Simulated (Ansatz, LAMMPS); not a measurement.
# Ionic liquid BMIM+ FSI- at 450 K (204 atoms): a short ab initio trajectory

Wanted: a short trajectory of ionic liquid BMIM+ FSI- at 450 K (204 atoms) with its pair distributions.

Calculated with Ansatz 0.2.0; Kohn-Sham DFT, PBE+D3(BJ), PAW (set soft_2), plane waves.

**1. The structure**

The cell holds 204 atoms: 48 C, 18 N, 90 H, 12 S, 24 O and 12 F. Cell: a = 13.298 Å, b = 13.298 Å, c = 13.298 Å, α = 90.0°, β = 90.0°, γ = 90.0°. 6 BMIM+, 6 FSI- placed at random, at 1.35 g/cm³; overlaps pushed apart, then 10 ps at 700 K with MMFF94 bonds, angles, torsions, charges and radii (Halgren, J. Comput. Chem. 17, 490 (1996)) in harmonic and 12-6 forms; charges of ions scaled by 0.8. Snapshot after 30 ps at 450 K and fixed volume.

Before any run, some limits are plain. The network of contacts between molecules at the start is that of the classical potential that made the cell. The density was typed from a rule of thumb and may lie off the real one at this temperature. The Brillouin zone is sampled at Γ only, in a cell whose shortest periodic width is 13 Å.

**2. Single point at the start**

The forces at the start show how far the geometry lies from a minimum of this functional.

Contents of input.yaml:

```yaml
crystal:
  lattice:
    - [13.29799, 0.0, 0.0]
    - [0.0, 13.29799, 0.0]
    - [0.0, 0.0, 13.29799]
  atoms:
    - { symbol: C, position: [0.61926, 0.15964, 0.91608] }
    - { symbol: C, position: [0.50125, 0.17583, 0.93007] }
    - { symbol: C, position: [0.45411, 0.07709, 0.9443] }
    - { symbol: C, position: [0.35735, 0.0662, 0.00291] }
    [... 194 atom lines left out ...]
    - { symbol: O, position: [0.58213, 0.64627, 0.26688] }
    - { symbol: F, position: [0.75314, 0.5986, 0.24136] }
    - { symbol: S, position: [0.62356, 0.62287, 0.05257] }
    - { symbol: O, position: [0.68413, 0.70683, 0.077] }
    - { symbol: O, position: [0.5236, 0.6468, 0.00881] }
    - { symbol: F, position: [0.67197, 0.56647, 0.95824] }
kpoints:
  mp_grid: { grid: [1, 1, 1] }
hamiltonian:
  xc: pbe
  dispersion: d3bj
scf:
  occupations: { method: gaussian, width: 0.025 }
output:
  forces: true
```

On the command line:

```sh
> ansatz run input.yaml --threads 4 --pin off --max-ram 8192MiB --backend cpu --events-out ev --progress --plain --runs-dir out
```

Elapsed: 29 s, on 4 threads of Arm Neoverse V2, shared host; peak memory 3.4 GiB; 1.8 min of CPU time.

Read from the output:

| Property | Result |
| --- | --- |
| free energy | -54515.1004 eV |
| free energy per atom | -267.2309 eV/atom |
| SCF cycles | 11 |
| r.m.s. force component | 1.238 eV/Å |
| longest force | 6.521 eV/Å |
| Fermi energy | 1.779 eV |

The r.m.s. force component of 1.2 eV/Å sets the starting point.

Neighbours are counted within 1.34 Å (H-C), 1.85 Å (C-C), 1.79 Å (C-N), 1.93 Å (O-S), 2.08 Å (N-S), 1.98 Å (F-S).

Length of the force by element and coordination:

| element | coordination | atoms | mean length of the force (eV/Å) | spread | least | most |
| --- | --- | --- | --- | --- | --- | --- |
| C | all | 48 | 2.33 | 0.797 | 0.918 | 4.27 |
| C | 3 | 18 | 2.18 | 0.7 | 0.954 | 3.67 |
| C | 4 | 30 | 2.41 | 0.838 | 0.918 | 4.27 |
| F | all | 12 | 1.57 | 0.837 | 0.802 | 4.13 |
| H | all | 90 | 1.32 | 0.75 | 0.180 | 4.71 |
| N | all | 18 | 2.19 | 1.26 | 0.363 | 5.23 |
| N | 2 | 6 | 2.30 | 1.67 | 0.363 | 5.23 |
| N | 3 | 12 | 2.14 | 0.989 | 0.682 | 4.48 |
| O | all | 24 | 1.47 | 0.803 | 0.552 | 4.48 |
| S | all | 12 | 4.07 | 1.36 | 1.96 | 6.52 |

**3. Dynamics at 450 K**

A Langevin thermostat couples each atom to a heat bath, at the price of damped dynamics. The time step is 0.5 fs, short enough for the stretching of bonds to hydrogen.

Changes to input.yaml since step 2:

```diff
@@ -16 +16,8 @@
   forces: true
+md:
+  timestep: 0.5
+  n_steps: 110
+  ensemble: nvt_langevin
+  temperature: 450
+  initial_velocities: maxwell_boltzmann
+  seed: 3500
```

Run time: 31 min. Hardware: 4 threads; peak memory 3.7 GiB; 2 h of CPU time.

The program notes that it switched symmetry off.

The trajectory, sampled:

| time (fs) | T (K) | potential (meV/atom) |
| --- | --- | --- |
| 0.0 | 448 | 0.0 |
| 3.5 | 469 | -3.9 |
| 7.5 | 543 | -12.3 |
| 11.0 | 550 | -14.8 |
| 14.5 | 527 | -12.9 |
| 18.5 | 464 | -6.5 |
| 22.0 | 501 | -11.1 |
| 25.5 | 537 | -16.7 |
| 29.5 | 475 | -10.5 |
| 33.0 | 493 | -13.4 |
| 36.5 | 523 | -18.1 |
| 40.5 | 487 | -16.0 |
| 44.0 | 497 | -17.9 |
| 47.5 | 498 | -16.5 |
| 51.5 | 470 | -11.2 |
| 55.0 | 488 | -17.1 |

Mean square displacement from the first frame to the last: C 0.095 Å², N 0.065 Å², H 0.37 Å², S 0.021 Å², O 0.050 Å², F 0.11 Å².

Table of mean square displacement by time lag:

| time lag (fs) | C (Å²) | F (Å²) | H (Å²) | N (Å²) | O (Å²) | S (Å²) |
| --- | --- | --- | --- | --- | --- | --- |
| 0.5 | 2.5e-5 | 2.1e-5 | 3.0e-4 | 2.7e-5 | 2.0e-5 | 9.4e-6 |
| 1.5 | 2.3e-4 | 1.9e-4 | 0.00260 | 2.4e-4 | 1.8e-4 | 8.4e-5 |
| 2.5 | 6.2e-4 | 5.4e-4 | 0.00693 | 6.7e-4 | 4.9e-4 | 2.3e-4 |
| 3.5 | 0.00119 | 0.00105 | 0.0128 | 0.00131 | 9.5e-4 | 4.5e-4 |
| 5.0 | 0.00232 | 0.00214 | 0.0232 | 0.00261 | 0.00189 | 8.9e-4 |
| 6.0 | 0.00324 | 0.00307 | 0.0306 | 0.00368 | 0.00267 | 0.00126 |
| 7.0 | 0.00427 | 0.00416 | 0.0380 | 0.00489 | 0.00357 | 0.00167 |
| 8.0 | 0.00539 | 0.00542 | 0.0453 | 0.00621 | 0.00457 | 0.00211 |
| 9.5 | 0.00720 | 0.00758 | 0.0563 | 0.00835 | 0.00623 | 0.00283 |
| 10.5 | 0.00849 | 0.00921 | 0.0639 | 0.00985 | 0.00743 | 0.00333 |
| 11.5 | 0.00982 | 0.0110 | 0.0717 | 0.0114 | 0.00870 | 0.00383 |
| 12.5 | 0.0112 | 0.0129 | 0.0795 | 0.0129 | 0.0100 | 0.00433 |
| 14.0 | 0.0132 | 0.0159 | 0.0909 | 0.0153 | 0.0120 | 0.00506 |
| 15.0 | 0.0146 | 0.0181 | 0.0977 | 0.0168 | 0.0134 | 0.00552 |
| 16.0 | 0.0159 | 0.0204 | 0.104 | 0.0184 | 0.0148 | 0.00595 |
| 17.0 | 0.0172 | 0.0228 | 0.108 | 0.0199 | 0.0162 | 0.00636 |
| 18.5 | 0.0191 | 0.0264 | 0.114 | 0.0221 | 0.0183 | 0.00693 |
| 19.5 | 0.0204 | 0.0290 | 0.117 | 0.0236 | 0.0197 | 0.00728 |
| 20.5 | 0.0216 | 0.0316 | 0.120 | 0.0251 | 0.0210 | 0.00762 |
| 21.5 | 0.0229 | 0.0342 | 0.124 | 0.0266 | 0.0223 | 0.00793 |
| 23.0 | 0.0249 | 0.0382 | 0.132 | 0.0288 | 0.0242 | 0.00839 |
| 24.0 | 0.0262 | 0.0409 | 0.138 | 0.0303 | 0.0255 | 0.00868 |
| 25.0 | 0.0276 | 0.0436 | 0.145 | 0.0317 | 0.0266 | 0.00897 |
| 26.0 | 0.0290 | 0.0463 | 0.153 | 0.0332 | 0.0278 | 0.00925 |
| 27.5 | 0.0313 | 0.0503 | 0.164 | 0.0353 | 0.0295 | 0.00965 |

The drift taken off is the plain mean over atoms, not the centre of mass, so with hydrogen in the cell the heavy atoms' values at short lags are too large.

Over the second half of 55 fs the temperature averages 492 K with swings of 15 K r.m.s. From first frame to last H has the largest mean square displacement, 0.37 Å² at the end; the farthest move is 1.47 Å. The run spans 0.06 ps, too short for its means to be equilibrium values.

**4. Distances and neighbours late in the run**

The g(r) is a mean over the second half; what follows it is taken at the last frame.

Bonds before and after, by the cutoffs listed below:

| pair | bonds before | bonds after | mean before (Å) | mean after (Å) | spread before (Å) | spread after (Å) |
| --- | --- | --- | --- | --- | --- | --- |
| H-C | 90 | 90 | 1.087 | 1.097 | 0.037 | 0.032 |
| C-C | 24 | 24 | 1.485 | 1.501 | 0.067 | 0.088 |
| C-N | 36 | 36 | 1.396 | 1.391 | 0.056 | 0.062 |
| O-S | 24 | 24 | 1.454 | 1.454 | 0.024 | 0.026 |
| N-S | 12 | 12 | 1.568 | 1.606 | 0.044 | 0.042 |
| F-S | 12 | 12 | 1.594 | 1.596 | 0.042 | 0.050 |

Density 1.35 g/cm³, 11.53 Å³ an atom.

Mean of 15 frames. g(r), total and by pair (bins of 0.2 Å):

| r (Å) | total | H-H | H-C | H-O | H-N | H-F | H-S |
| --- | --- | --- | --- | --- | --- | --- | --- |
| 1.00 | 1.80 | 0.00 | 8.68 | 0.00 | 0.00 | 0.00 | 0.00 |
| 1.20 | 1.56 | 0.00 | 7.42 | 0.00 | 0.00 | 0.00 | 0.00 |
| 1.40 | 1.46 | 0.00 | 0.00 | 0.00 | 0.00 | 0.00 | 0.00 |
| 1.60 | 0.86 | 0.68 | 0.00 | 0.00 | 0.00 | 0.00 | 0.00 |
| 1.80 | 0.66 | 3.15 | 0.00 | 0.02 | 0.00 | 0.03 | 0.00 |
| 2.00 | 0.47 | 0.34 | 0.76 | 0.21 | 2.68 | 0.23 | 0.00 |
| 2.20 | 1.46 | 0.59 | 3.08 | 0.54 | 4.25 | 0.68 | 0.00 |
| 2.40 | 0.91 | 1.51 | 0.43 | 0.90 | 0.03 | 0.85 | 0.00 |
| 2.60 | 1.14 | 1.77 | 0.74 | 1.14 | 0.31 | 0.82 | 0.05 |
| 2.80 | 0.80 | 1.22 | 1.47 | 0.88 | 0.44 | 0.66 | 0.15 |
| 3.00 | 0.85 | 1.29 | 1.08 | 0.98 | 0.51 | 0.44 | 0.49 |
| 3.20 | 0.99 | 1.15 | 1.36 | 1.06 | 0.95 | 0.66 | 1.12 |
| 3.40 | 0.85 | 0.92 | 1.17 | 0.85 | 0.88 | 0.73 | 0.94 |
| 3.60 | 0.88 | 0.88 | 0.83 | 0.85 | 0.54 | 0.88 | 1.38 |
| 3.80 | 0.89 | 1.00 | 0.80 | 0.73 | 0.89 | 0.86 | 1.23 |
| 4.00 | 0.92 | 0.88 | 0.94 | 1.06 | 0.99 | 0.81 | 1.25 |
| 4.20 | 1.01 | 0.90 | 0.94 | 1.17 | 1.12 | 1.05 | 1.04 |
| 4.40 | 0.93 | 0.77 | 0.81 | 0.97 | 1.11 | 1.06 | 0.83 |
| 4.60 | 1.03 | 0.89 | 0.97 | 1.02 | 1.11 | 1.10 | 0.90 |
| 4.80 | 1.03 | 1.09 | 1.07 | 1.01 | 0.98 | 1.34 | 0.98 |
| 5.00 | 1.06 | 1.04 | 1.00 | 1.21 | 1.04 | 1.05 | 1.19 |
| 5.20 | 1.00 | 1.01 | 0.90 | 0.94 | 1.15 | 0.85 | 1.31 |
| 5.40 | 1.04 | 0.95 | 1.02 | 1.05 | 1.10 | 1.02 | 1.07 |
| 5.60 | 1.09 | 0.93 | 1.07 | 1.12 | 0.89 | 1.21 | 1.29 |
| 5.80 | 1.06 | 1.00 | 0.95 | 1.13 | 1.02 | 1.06 | 1.34 |
| 6.00 | 1.02 | 1.06 | 0.92 | 1.05 | 1.02 | 1.00 | 1.15 |
| 6.20 | 1.01 | 0.91 | 0.89 | 1.25 | 0.99 | 1.05 | 1.14 |
| 6.40 | 1.02 | 0.97 | 0.99 | 1.12 | 0.98 | 0.89 | 1.00 |

Bonds by pair of elements; cutoffs follow the first minimum of g(r), held within bounds set by covalent radii, and pairs that aren't listed don't count as bonded:

| pair A-B | cutoff (Å) | bonds | mean length (Å) | spread (Å) | shortest (Å) | B about A | A about B |
| --- | --- | --- | --- | --- | --- | --- | --- |
| H-C | 1.34 | 90 | 1.10 | 0.032 | 1.04 | 1 | 1.88 |
| C-C | 1.85 | 24 | 1.50 | 0.088 | 1.32 | 1 | 1 |
| C-N | 1.79 | 36 | 1.39 | 0.062 | 1.26 | 0.75 | 2 |
| O-S | 1.93 | 24 | 1.45 | 0.026 | 1.42 | 1 | 2 |
| N-S | 2.08 | 12 | 1.61 | 0.042 | 1.54 | 0.667 | 1 |
| F-S | 1.98 | 12 | 1.60 | 0.05 | 1.54 | 1 | 1 |

How many atoms have how many bonded neighbours:

| element | mean | 1 | 2 | 3 | 4 |
| --- | --- | --- | --- | --- | --- |
| C | 3.62 | 0 | 0 | 18 | 30 |
| F | 1 | 12 | 0 | 0 | 0 |
| H | 1 | 90 | 0 | 0 | 0 |
| N | 2.67 | 0 | 6 | 12 | 0 |
| O | 1 | 24 | 0 | 0 | 0 |
| S | 4 | 0 | 0 | 0 | 12 |

Bond angles, per cent of each kind in bins of 5°:

| angle (°) | C-C-H | H-C-H | H-C-N | C-N-C | F-S-O |
| --- | --- | --- | --- | --- | --- |
| 90–95 | 0.0 | 3.7 | 0.0 | 0.0 | 0.0 |
| 95–100 | 2.2 | 5.6 | 0.0 | 0.0 | 16.7 |
| 100–105 | 12.2 | 27.8 | 11.1 | 5.6 | 29.2 |
| 105–110 | 28.9 | 33.3 | 25.9 | 16.7 | 45.8 |
| 110–115 | 31.1 | 24.1 | 16.7 | 11.1 | 4.2 |
| 115–120 | 8.9 | 5.6 | 14.8 | 5.6 | 4.2 |
| 120–125 | 3.3 | 0.0 | 13.0 | 25.0 | 0.0 |
| 125–130 | 6.7 | 0.0 | 16.7 | 30.6 | 0.0 |
| 130–135 | 2.2 | 0.0 | 1.8 | 5.6 | 0.0 |
| 135–140 | 3.3 | 0.0 | 0.0 | 0.0 | 0.0 |
| 140–145 | 1.1 | 0.0 | 0.0 | 0.0 | 0.0 |

Bond angles (no mean is given where the spread exceeds 20°):

| angle | count | mean (°) | spread (°) |
| --- | --- | --- | --- |
| C-C-H | 90 | 113 | 9.1 |
| H-C-H | 54 | 107 | 5.5 |
| H-C-N | 54 | 115 | 8.5 |
| C-N-C | 36 | 120 | 8.8 |
| F-S-O | 24 | 104 | 4.4 |

Bond length by coordination (bonds to H left out):

| element | coordination | atoms | mean bond length (Å) |
| --- | --- | --- | --- |
| C | 3 | 18 | 1.36 |
| C | 4 | 30 | 1.52 |
| N | 2 | 6 | 1.61 |
| N | 3 | 12 | 1.39 |

Rings of the network by King's shortest-path rule, up to 12 atoms, one path for each pair of neighbours; H, halogens, alkali and alkaline-earth atoms are left out, and the last column divides by all other atoms, bonded or not:

| ring size (atoms) | rings | per network atom |
| --- | --- | --- |
| 5 | 6 | 0.059 |

With the cutoffs above, 62 % of C atoms have 4, all F atoms have 1, all H atoms have 1 and 67 % of N atoms have 3 bonded neighbours. The C-C-H angle averages 113° with a spread of 9°. All rings counted have 5 atoms.

**5. Single point at the last frame**

The last frame is solved again with fuller output, to read the electronic structure of a thermally displaced geometry.

Contents of input.yaml:

```yaml
crystal:
  lattice:
    - [13.29799, 0.0, 0.0]
    - [0.0, 13.29799, 0.0]
    - [0.0, 0.0, 13.29799]
  atoms:
    - { symbol: C, position: [0.62515, 0.13597, 0.91263] }
    - { symbol: C, position: [0.51099, 0.14623, 0.92559] }
    - { symbol: C, position: [0.45869, 0.04641, 0.96834] }
    - { symbol: C, position: [0.3482, 0.05658, 0.99822] }
    [... 194 atom lines left out ...]
    - { symbol: O, position: [0.58018, 0.64006, 0.26411] }
    - { symbol: F, position: [0.7529, 0.60316, 0.24317] }
    - { symbol: S, position: [0.62411, 0.63242, 0.04191] }
    - { symbol: O, position: [0.69211, 0.71426, 0.06949] }
    - { symbol: O, position: [0.5193, 0.63841, 0.01207] }
    - { symbol: F, position: [0.66489, 0.59225, 0.93469] }
kpoints:
  mp_grid: { grid: [1, 1, 1] }
hamiltonian:
  xc: pbe
  dispersion: d3bj
scf:
  occupations: { method: gaussian, width: 0.025 }
output:
  forces: true
  stress: true
  populations: true
  dos:
    method: { smearing: { sigma: 0.1 } }
    de: 0.1
    projected: { site_lists: { C: [C], F: [F], H: [H], "N": ["N"], O: [O] } }
  eigenvalues: true
  write_density: true
  write_potential: true
  volumetric_format: npy
```

The job ended after 52 s (4 threads; peak memory 3.5 GiB).

The program notes that the exchange-correlation potential is rough where the density is thin.

Read from the output:

* free energy: -54518.5809 eV
* free energy per atom: -267.2479 eV/atom
* SCF cycles: 11
* pressure: 0.6512 GPa
* r.m.s. force component: 1.091 eV/Å
* longest force: 6.712 eV/Å
* Fermi energy: 1.671 eV
* gap (highest filled to lowest empty level): 2.68 eV
* spilling of the projection: 0.01682

Neighbours are counted within 1.34 Å (H-C), 1.85 Å (C-C), 1.79 Å (C-N), 1.93 Å (O-S), 2.08 Å (N-S), 1.98 Å (F-S), the cutoffs taken from the dynamics.

Length of the force by element and coordination:

| element | coordination | atoms | mean length of the force (eV/Å) | spread | least | most |
| --- | --- | --- | --- | --- | --- | --- |
| C | all | 48 | 2.19 | 1.21 | 0.332 | 6.71 |
| C | 3 | 18 | 2.26 | 1.47 | 0.929 | 6.71 |
| C | 4 | 30 | 2.14 | 1.01 | 0.332 | 5.17 |
| F | all | 12 | 1.25 | 0.622 | 0.360 | 2.34 |
| H | all | 90 | 1.02 | 0.429 | 0.187 | 2.04 |
| N | all | 18 | 2.38 | 1.20 | 0.483 | 4.97 |
| N | 2 | 6 | 1.50 | 0.735 | 0.483 | 2.96 |
| N | 3 | 12 | 2.82 | 1.14 | 1.28 | 4.97 |
| O | all | 24 | 1.47 | 0.639 | 0.53 | 2.87 |
| S | all | 12 | 2.74 | 1.14 | 0.789 | 4.86 |

Löwdin charges by element and coordination (they lack the spilled electrons, 0.055 e an atom on average):

| element | coordination | atoms | mean charge (e) | spread | least | most |
| --- | --- | --- | --- | --- | --- | --- |
| C | all | 48 | -0.195 | 0.166 | -0.489 | 0.130 |
| C | 3 | 18 | -0.0118 | 0.0687 | -0.0747 | 0.130 |
| C | 4 | 30 | -0.305 | 0.0941 | -0.489 | -0.156 |
| F | all | 12 | -0.400 | 0.0263 | -0.468 | -0.370 |
| H | all | 90 | 0.209 | 0.0294 | 0.119 | 0.256 |
| N | all | 18 | -0.239 | 0.422 | -0.864 | 0.0776 |
| N | 2 | 6 | -0.835 | 0.0251 | -0.864 | -0.783 |
| N | 3 | 12 | 0.0588 | 0.0144 | 0.0275 | 0.0776 |
| O | all | 24 | -0.731 | 0.0266 | -0.780 | -0.678 |
| S | all | 12 | 2.37 | 0.0452 | 2.30 | 2.44 |

Density of states as counts of states in windows of 1 eV (from the Fermi level), total and the larger projections:

| from (eV) | to (eV) | total | C p | O p | H s | N p | F p |
| --- | --- | --- | --- | --- | --- | --- | --- |
| -10 | -9 | 28.8 | 6.0 | 2.5 | 3.3 | 4.2 | 4.6 |
| -9 | -8 | 52.4 | 14.3 | 8.7 | 5.5 | 8.6 | 4.6 |
| -8 | -7 | 64.4 | 23.9 | 7.9 | 9.1 | 6.7 | 8.4 |
| -7 | -6 | 60.7 | 19.5 | 8.2 | 7.9 | 3.7 | 16.9 |
| -6 | -5 | 58.3 | 16.9 | 13.0 | 7.5 | 3.0 | 13.8 |
| -5 | -4 | 62.9 | 18.1 | 23.0 | 8.1 | 6.2 | 4.0 |
| -4 | -3 | 66.5 | 16.9 | 28.1 | 7.1 | 8.9 | 3.0 |
| -3 | -2 | 38.6 | 10.9 | 17.7 | 2.7 | 4.9 | 1.2 |
| -2 | -1 | 7.0 | 0.0 | 3.7 | 0.0 | 2.9 | 0.1 |
| -1 | 1 | 0.0 | 0.0 | 0.0 | 0.0 | 0.0 | 0.0 |
| 1 | 2 | 7.0 | 3.7 | 0.0 | 0.4 | 2.3 | 0.0 |
| 2 | 3 | 20.2 | 10.4 | 1.0 | 1.0 | 3.2 | 0.5 |
| 3 | 4 | 25.5 | 2.8 | 2.6 | 3.9 | 1.4 | 1.1 |
| 4 | 5 | 47.6 | 5.4 | 3.6 | 8.5 | 1.7 | 1.0 |

Between -26 and -10 eV lie 209 more states.

Not all projections were asked for or kept, so they needn't add up to the total.

The levels nearest the highest filled one (over half full), pooled over k-points and spins:

| level less the highest filled one (eV) | occupation |
| --- | --- |
| -0.870 | 2 |
| -0.749 | 2 |
| -0.674 | 2 |
| -0.578 | 2 |
| -0.249 | 2 |
| 0 | 2 |
| 2.68 | 0 |
| 2.95 | 0 |
| 3.14 | 0 |
| 3.34 | 0 |
| 3.55 | 0 |
| 3.66 | 0 |

Mean Löwdin charges: C -0.19, F -0.40, H +0.21, N -0.24, O -0.73, S +2.37 e (they miss 1.7 % of the electrons, so they add up to more than the cell's charge). The largest share in the top eV of filled states is O p (55 % of the projected weight), and in the lowest eV of empty states C p (58 % of the projected weight).

**6. Outcome**

| Item | Value |
| --- | --- |
| mean temperature, second half | 492.2 K |
| temperature swing, second half | 14.64 K |
| free energy per atom | -267.2479 eV/atom |
| pressure | 0.6512 GPa |
| r.m.s. force component | 1.091 eV/Å |
| gap (highest filled to lowest empty level) | 2.68 eV |
| wall time of the 3 DFT runs | 32 min |

In words: Over the second half of 55 fs the temperature averages 492 K with swings of 15 K r.m.s. The run spans 0.06 ps, too short for its means to be equilibrium values. With the cutoffs above, 62 % of C atoms have 4, all F atoms have 1, all H atoms have 1 and 67 % of N atoms have 3 bonded neighbours. Between filled and empty levels lie 2.68 eV (at Γ alone); a semilocal functional tends to put such gaps too low. In a disordered cell it changes from sample to sample and from frame to frame.

Caveats: The network of contacts between molecules at the start is that of the classical potential that made the cell; DFT moved the atoms only locally, and no bond changed. The pressure of a single frame lacks the kinetic term, about 0.59 GPa here.

[Logs are printed without paths, hosts, clocks, repeated set-up lines and the standing remarks that a program may print on its own settings, such as how far it seeks lower states.]

[Hosts, paths, dates, database ids (printed as entryN), source tags and the programs' standing remarks are cut or masked in the printed files.]

[The MMFF94 radii named for the starting cell were scaled by 0.96; in molecules described by MMFF94, hydrogen bound to N, O or S took a small fixed 12-6 site in their place.]
